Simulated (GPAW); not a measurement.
Two runs for the O K edge of atom 5 in Sr2Ti2O5 (Cmmm). Run A: GPAW, LDA + U (Ti 3 eV), excited-electron core hole (neutral cell), 18-atom cell with 6.8 Å between holes, 4×4×4 k points, dipole transitions, Gaussian full width 0.9 eV up to 4 eV, rising linearly to 3.5 eV at 25 eV. Run B differs in one choice.

Energy from the lowest empty level; intensity scaled to a mean of 1 over the first 20 eV:

| E (eV) | A | B |
| --- | --- | --- |
| -2.0 | 0.00 | 0.00 |
| -1.0 | 0.00 | 0.00 |
| 0.0 | 0.50 | 0.47 |
| 1.0 | 1.44 | 1.19 |
| 2.0 | 1.56 | 1.76 |
| 3.0 | 1.41 | 1.47 |
| 4.0 | 1.62 | 1.68 |
| 5.0 | 1.43 | 1.32 |
| 6.0 | 0.72 | 0.69 |
| 7.0 | 0.62 | 0.58 |
| 8.0 | 0.78 | 0.76 |
| 9.0 | 0.75 | 0.74 |
| 10.0 | 1.13 | 1.30 |
| 11.0 | 1.73 | 1.76 |
| 12.0 | 1.40 | 1.29 |
| 13.0 | 0.68 | 0.62 |
| 14.0 | 0.35 | 0.35 |
| 15.0 | 0.35 | 0.39 |
| 16.0 | 0.56 | 0.61 |
| 17.0 | 0.80 | 0.86 |
| 18.0 | 0.94 | 0.97 |
| 19.0 | 0.94 | 0.87 |
| 20.0 | 0.79 | 0.71 |
| 21.0 | 0.64 | 0.62 |
| 22.0 | 0.56 | 0.57 |
| 23.0 | 0.53 | 0.53 |
| 24.0 | 0.53 | 0.53 |
| 25.0 | 0.57 | 0.58 |
| 26.0 | 0.64 | 0.66 |
| 27.0 | 0.72 | 0.74 |
| 28.0 | 0.78 | 0.80 |
| 29.0 | 0.83 | 0.85 |
| 30.0 | 0.89 | 0.93 |
| 31.0 | 0.97 | 1.01 |

Question: What was changed?
a) the volume of the cell
b) the broadening
c) the plane-wave cutoff
d) the size of the supercell

(d): run B changes the supercell atoms from 18 to 9, and the k mesh follows the cell. The scaled spectrum changes by 10 % r.m.s. Another feature, at 2.4 eV (1.92), becomes the highest below 16 eV; the one at 11.2 eV (1.76) is now at 11.0 eV (1.76). Other settings could leave a like mark; this is the one that was changed.

[Hosts, paths, dates, database ids (printed as entryN), source tags and the programs' standing remarks are cut or masked in the printed files.]

[Lists of maxima count a maximum above −3 eV only where it reaches 4 % of the highest in the window and stands out from its surroundings by 2 % of it (1.5 % where it reaches 55 %); shoulders and weaker maxima are passed over, and of the rest the first, up to two pre-edge ones and the few strongest are named.]
